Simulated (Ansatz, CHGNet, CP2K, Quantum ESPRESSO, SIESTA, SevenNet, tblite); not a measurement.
# P2_1/m (COD entry) CsBC2F8, displaced supercell (96 atoms) in other programs, against a plane-wave reference

Wanted: errors and costs of other methods on P2_1/m (COD entry) CsBC2F8, displaced supercell (96 atoms). A plane-wave run serves as the reference.

Main program and level: Quantum ESPRESSO 7.5; Kohn-Sham DFT, PBE, SSSP efficiency 1.3.0 pseudopotentials, plane waves.

### Step 1. Starting point

The cell holds 96 atoms: 8 Cs, 8 B, 16 C and 64 F. Cell: a = 11.916 Å, b = 15.256 Å, c = 8.300 Å, α = 90.0°, β = 100.5°, γ = 90.0°. It derives from CsBC2F8 (P2_1/m (measured, COD)), repeated 2×2×1. P2_1/m (COD entry) CsBC2F8 (cell 5.958, 7.628, 8.3, 90, 100.5, 90), 2 x 2 x 1 conventional cells; every coordinate displaced by a Gaussian of 0.05 Å. Then every atom was moved at random, 0.05 Å r.m.s. a Cartesian component.

### Step 2. The reference run

pw.in reads:

```
&control
  calculation = 'scf'
  pseudo_dir = './pseudo'
  outdir = './tmp'
  disk_io = 'none'
  tprnfor = .true.
  tstress = .true.
/
&system
  ibrav = 0
  nat = 96
  ntyp = 4
  ecutwfc = 60
  ecutrho = 480
  nosym = .true.
  occupations = 'smearing'
  smearing = 'fd'
  degauss = 0.003675
/
&electrons
  conv_thr = 4.8e-07
  electron_maxstep = 100
  mixing_beta = 0.2
  mixing_mode = 'local-TF'
  diagonalization = 'david'
/
ATOMIC_SPECIES
Cs 132.905 Cs.upf
B 10.810 B.upf
C 12.011 C.upf
F 18.998 F.upf
CELL_PARAMETERS angstrom
11.91600 0.00000 0.00000
0.00000 15.25600 0.00000
-1.51250 0.00000 8.16072
ATOMIC_POSITIONS crystal
Cs 0.99374 0.12123 0.20034
Cs 0.49325 0.37613 0.77460
B 0.34321 0.12959 0.79888
B 0.15692 0.37390 0.19752
C 0.35675 0.12035 0.58784
C 0.15945 0.37292 0.41855
C 0.21927 0.12545 0.83265
C 0.29202 0.38073 0.16542
F 0.14987 0.20083 0.78027
F 0.34491 0.45124 0.23889
F 0.34548 0.31183 0.22983
F 0.14900 0.05297 0.75663
[... 80 atom lines left out ...]
F 0.89218 0.70143 0.86081
F 0.61161 0.95377 0.14431
F 0.61050 0.80760 0.13932
F 0.88776 0.54761 0.87446
K_POINTS gamma
```

Command:

```
$ OMP_NUM_THREADS=1 mpirun -np 4 pw.x -in pw.in > output.txt
```

Log:

```text
Program PWSCF
     gamma-point specific algorithms are used
     one sub-group per band group will be used
     scalapack distributed-memory algorithm (size of sub-group:  2*  2 procs)
     Parallelization info
     sticks:   dense  smooth     PW     G-vecs:    dense   smooth      PW
     Min        6198    3098    774               444528   157130   19641
     Max        6200    3100    776               444530   157134   19642
     Sum       24797   12397   3101              1778115   628527   78567
     bravais-lattice index     =            0
     lattice parameter (alat)  =      22.5180  a.u.
     unit-cell volume          =   10011.4332 (a.u.)^3
     number of atoms/cell      =           96
     number of atomic types    =            4
     number of electrons       =       608.00
[... lines left out ...]
     scf convergence threshold =      4.8E-07
[... lines left out ...]
     number of k points=     1  Fermi-Dirac smearing, width (Ry)=  0.0037
[... lines left out ...]
     total energy              =   -3966.17077375 Ry
[... lines left out ...]
     total energy              =   -3964.76993849 Ry
[... lines left out ...]
     total energy              =   -3965.13045061 Ry
[... lines left out ...]
     total energy              =   -3965.09758876 Ry
[... lines left out ...]
     total energy              =   -3965.09758881 Ry
[... lines left out ...]
   -25.2107 -25.1365 -25.0754 -24.9991 -24.6136 -24.4952 -24.3661 -24.0494
   -23.9961 -23.9093 -23.7532 -23.5618 -23.5234 -23.4954 -23.0422 -23.0152
[...]
9.6363   9.6540   9.6795   9.7056   9.7480   9.7646   9.7859   9.8088
     9.8325   9.8603   9.9167   9.9689  10.0156  10.0186  10.0634  10.0880
    10.1236  10.1831  10.2087  10.2270  10.2934
     the Fermi energy is     3.4310 ev
!    total energy              =   -3965.09758854 Ry
     estimated scf accuracy    <       0.00000041 Ry
     smearing contrib. (-TS)   =      -0.00000000 Ry
     internal energy E=F+TS    =   -3965.09758854 Ry
     The total energy is F=E-TS. E is the sum of the following terms:
     one-electron contribution =   -2687.13865492 Ry
     hartree contribution      =    1635.38298233 Ry
     xc contribution           =    -939.07699364 Ry
     ewald contribution        =   -1875.61839593 Ry
     one-center paw contrib.   =     -98.64652639 Ry
     convergence has been achieved in  27 iterations
     Forces acting on atoms (cartesian axes, Ry/au):
     atom    1 type  1   force =     0.00762145   -0.00192743    0.01439237
     atom    2 type  1   force =     0.00091588    0.00485124   -0.00021639
     atom    3 type  2   force =     0.07929803   -0.04233282   -0.07849113
[...]
atom   95 type  4   force =    -0.15000079   -0.23335442   -0.13321571
     atom   96 type  4   force =     0.03750413    0.03743187   -0.03144483
     Total force =     1.758543     Total SCF correction =     0.002259
     Computing stress (Cartesian axis) and pressure
          total   stress  (Ry/bohr**3)                   (kbar)     P=       65.75
   0.00046931  -0.00000833   0.00011538           69.04       -1.23       16.97
  -0.00000833   0.00053090   0.00001174           -1.23       78.10        1.73
   0.00011538   0.00001174   0.00034058           16.97        1.73       50.10
     Message from routine punch:
     Nothing written, as per user request (disk_io='none')
```

It took 7.4 min on 4 MPI ranks of Arm Neoverse V2, shared host; peak memory 4.7 GiB; 29 min of CPU time.

Banners, paths, timers and routine set-up lines are dropped from the logs unmarked, and long logs keep their key lines alone; longer cuts are marked.

Numbers from this run:

```
r.m.s. force component                           : 2.664 eV/Å
longest force                                    : 18.5 eV/Å
pressure                                         : 6.575 GPa
gap (highest filled to lowest empty level) : 4.784 eV
```

### Step 3. The ladder

The programs:
- CHGNet: machine-learned potential, published weights.
- CP2K 2026.2: Gaussian basis with GTH pseudopotentials and a plane-wave density; labels give functional, basis (MOLOPT sets; SR short-range, UZH the newer set with its own potentials), grid cutoff/relative cutoff and solver (OT: orbital transformation; TRS4, TC2, SIGN: linear-scaling purification with its sparsity filter), or its built-in tight binding.
- SIESTA 5.4.2: numerical atomic orbitals, whose automatically made sets are far from complete, with PseudoDojo norm-conserving potentials that we converted to its format (checked against plane waves on the same files for H, C, O, Si, Ge and Ca alone); labels give functional, basis size, energy shift and mesh cutoff.
- SevenNet: machine-learned potential, published weights.
- tblite 0.8.0: extended tight binding, driven from Python.

All use the same cell and atoms; the electronic-structure runs use the same k-mesh, and an electronic temperature of 580 K (0.05 eV) where levels are smeared.

Differences are against the plane-wave reference, forces as r.m.s. over components; share is that over the reference's r.m.s. force, slope the least-squares factor from reference forces to these. Total energies of different programs have different zeros and aren't compared.

```csv
run,"Δ force, r.m.s. (meV/Å)",share (%),slope,Δ pressure (GPa),Δ gap (eV),cores,CPU time,memory (GiB)
reference,-,-,-,-,-,4,29 min,4.7
CHGNet 0.3.0 potential,573,21.5,0.991,-0.375,-,1,4.3 s,1.1
"CP2K PBE, DZVP-MOLOPT-SR, 300/50 Ry, diagonalisation (coarse)",228,8.55,1.033,0.704,-0.0358,2,6.7 min,1.7
"CP2K PBE, DZVP-MOLOPT-SR, 600/50 Ry, diagonalisation",177,6.65,1.032,0.474,-0.0312,4,8.4 min,5.7
"SIESTA PBE, DZP, shift 0.01 Ry, mesh 200 Ry",158,5.93,1.043,-1.61,-0.144,2,93 s,0.89
"SIESTA PBE, DZP, shift 0.01 Ry, mesh 500 Ry",158,5.93,1.043,-1.63,-0.144,2,5.1 min,2.2
SevenNet 0 potential,361,13.5,0.923,-0.900,-,1,7.8 s,0.91
SevenNet l3i5 potential,292,11.0,1.004,0.0279,-,1,9.7 s,1.4
tblite GFN1-xTB,645,24.2,0.845,-7.15,-,1,3.7 s,0.12
```

Rows marked coarse were listed beforehand as settings not expected to be converged; some can still land near the reference.

Times of the machine-learned potentials are mostly Python's start and the loading of weights.

CPU time is summed over cores on a shared host, where runs went side by side, so it is rough. Symmetry, cutoffs, thresholds, outputs and thread counts weren't matched or tuned between programs; memory under MPI is the largest rank's times the ranks.

Mean charges by element (e), by run and scheme:

```csv
run,scheme,Cs,B,C,F
"CP2K PBE, DZVP-MOLOPT-SR, 600/50 Ry, diagonalisation",Mulliken,+0.85,+0.09,+0.25,-0.18
"CP2K PBE, DZVP-MOLOPT-SR, 600/50 Ry, diagonalisation",Hirshfeld,+0.32,+0.09,+0.18,-0.10
"SIESTA PBE, DZP, shift 0.01 Ry, mesh 200 Ry",Hirshfeld,+0.30,+0.02,+0.15,-0.08
"SIESTA PBE, DZP, shift 0.01 Ry, mesh 500 Ry",Hirshfeld,+0.30,+0.02,+0.15,-0.08
tblite GFN1-xTB,Mulliken,+0.78,+0.52,+0.56,-0.30
```

Within one program, basis, potentials and functional, energies share a zero. Each run against its twin at the usual cutoff or grid and solver:

```csv
run,twin,Δ energy (meV/atom),"Δ force, r.m.s. (meV/Å)",CPU time over the twin's
"CP2K PBE, DZVP-MOLOPT-SR, 300/50 Ry, diagonalisation","DZVP-MOLOPT-SR, 600/50 Ry, diagonalisation",-16.2,218,0.79 (this twin ran on 4 cores)
"SIESTA PBE, DZP, shift 0.01 Ry, mesh 200 Ry","DZP, shift 0.01 Ry, mesh 500 Ry",-0.294,7.74,0.31
```

A second geometry, displaced anew (every atom was moved at random, 0.08 Å r.m.s. a Cartesian component), gives an energy difference that all programs can be tested on. The reference puts it at 208.9 meV/atom.

```csv
run,energy less the first geometry's (meV/atom),error (meV/atom),force share at the second geometry (%)
"CP2K PBE, DZVP-MOLOPT-SR, 600/50 Ry, diagonalisation",214.5,5.54,4.31
tblite GFN1-xTB,197.4,-11.5,13.6
SevenNet 0 potential,200.1,-8.84,11.3
"SIESTA PBE, DZP, shift 0.01 Ry, mesh 500 Ry",215.8,6.91,5.22
SevenNet l3i5 potential,216.2,7.27,11.4
CHGNet 0.3.0 potential,208.3,-0.656,15.5
"CP2K PBE, DZVP-MOLOPT-SR, 300/50 Ry, diagonalisation",213.2,4.31,5.04
"SIESTA PBE, DZP, shift 0.01 Ry, mesh 200 Ry",215.8,6.91,5.21
```

### Step 4. What came out

```yaml
reference_r_m_s_force_component: 2.66 eV/Å
nearest_in_forces: a tie at 5.9 % of 2 runs: SIESTA PBE, DZP, shift 0.01 Ry, mesh 200 Ry; SIESTA PBE, DZP, shift 0.01 Ry, mesh 500 Ry
farthest_in_forces: tblite GFN1-xTB, 24 %
cheapest_electronic_structure_run_beside_the_reference: tblite GFN1-xTB, 3.7 s of CPU time
```

**Reading.** The PBE runs in local orbitals, coarse settings apart, differ by 5.9 % (SIESTA PBE, DZP, shift 0.01 Ry, mesh 500 Ry) to 6.6 % (CP2K PBE, DZVP-MOLOPT-SR, 600/50 Ry, diagonalisation); basis, grid and potentials can all enter. Tight binding differs by 24 % (tblite GFN1-xTB); it is another model, with fitted parameters of its own, and the xTB methods hold dispersion. Machine-learned potentials differ by 11 % (SevenNet l3i5 potential) to 21 % (CHGNet 0.3.0 potential); they were trained on other programs' data. Runs with settings chosen to be coarse differ by 8.5 % (CP2K PBE, DZVP-MOLOPT-SR, 300/50 Ry, diagonalisation), their programs' other errors included. Of the electronic-structure runs that take under half the reference's CPU time, SIESTA PBE, DZP, shift 0.01 Ry, mesh 500 Ry is among the nearest, at 5.9 % in 5.1 min against 29 min; its pressure misses by -1.6 GPa. At the same functional, gaps differ from the reference's 4.78 eV by between -0.14 and -0.03 eV. These are spacings on the run's k-points, which needn't hold the band edges. In pressure, SIESTA PBE, DZP, shift 0.01 Ry, mesh 500 Ry misses by -1.6 GPa, at the same functional. Charges hang on model, scheme and program or settings: among these rows the mean for Cs runs from +0.30 to +0.85 e. The energy difference between the two geometries, 209 meV/atom in the reference, is met best by CHGNet 0.3.0 potential (-0.656) and worst by tblite GFN1-xTB (-11.5). In the reference: filled and empty levels are parted by 4.78 eV on the run's k-points; the mesh holds the band edges only if they fold onto it, so the gap at this level can be narrower or closed. Periodic xTB results under one method name differ between programs and library versions. The reference's pressure holds the uncorrected Pulay stress of its 60 Ry basis, so small pressure differences, and their order, may be the reference's own error. In our tests on small cells the SSSP efficiency potentials stood apart from two norm-conserving sets, for C–F bonds most and for P–O bonds less, so differences between them and other runs here needn't be the other run's error. Machine-learned potentials mimic data converged in k, so the reference's own k-point error enters their differences. The published positions, changed by the recipe (random displacements or longer bonds to H), lie far from the minimum at this level of theory. The reference's pressure of 6.6 GPa belongs to a cell and atoms that aren't relaxed at this level. The electronic-structure runs sample only Γ, in a cell whose shortest periodic width is 8 Å. Spin–orbit coupling is left out, which matters for the levels of the heavy elements.

[Also dropped from logs without a mark: logging warnings of Python, and SIESTA's first energy breakdown and zero terms.]

[Logs are printed without paths, hosts, clocks, repeated set-up lines and the standing remarks that a program may print on its own settings, such as how far it seeks lower states.]

[Hosts, paths, dates, database ids (printed as entryN), source tags and the programs' standing remarks are cut or masked in the printed files.]
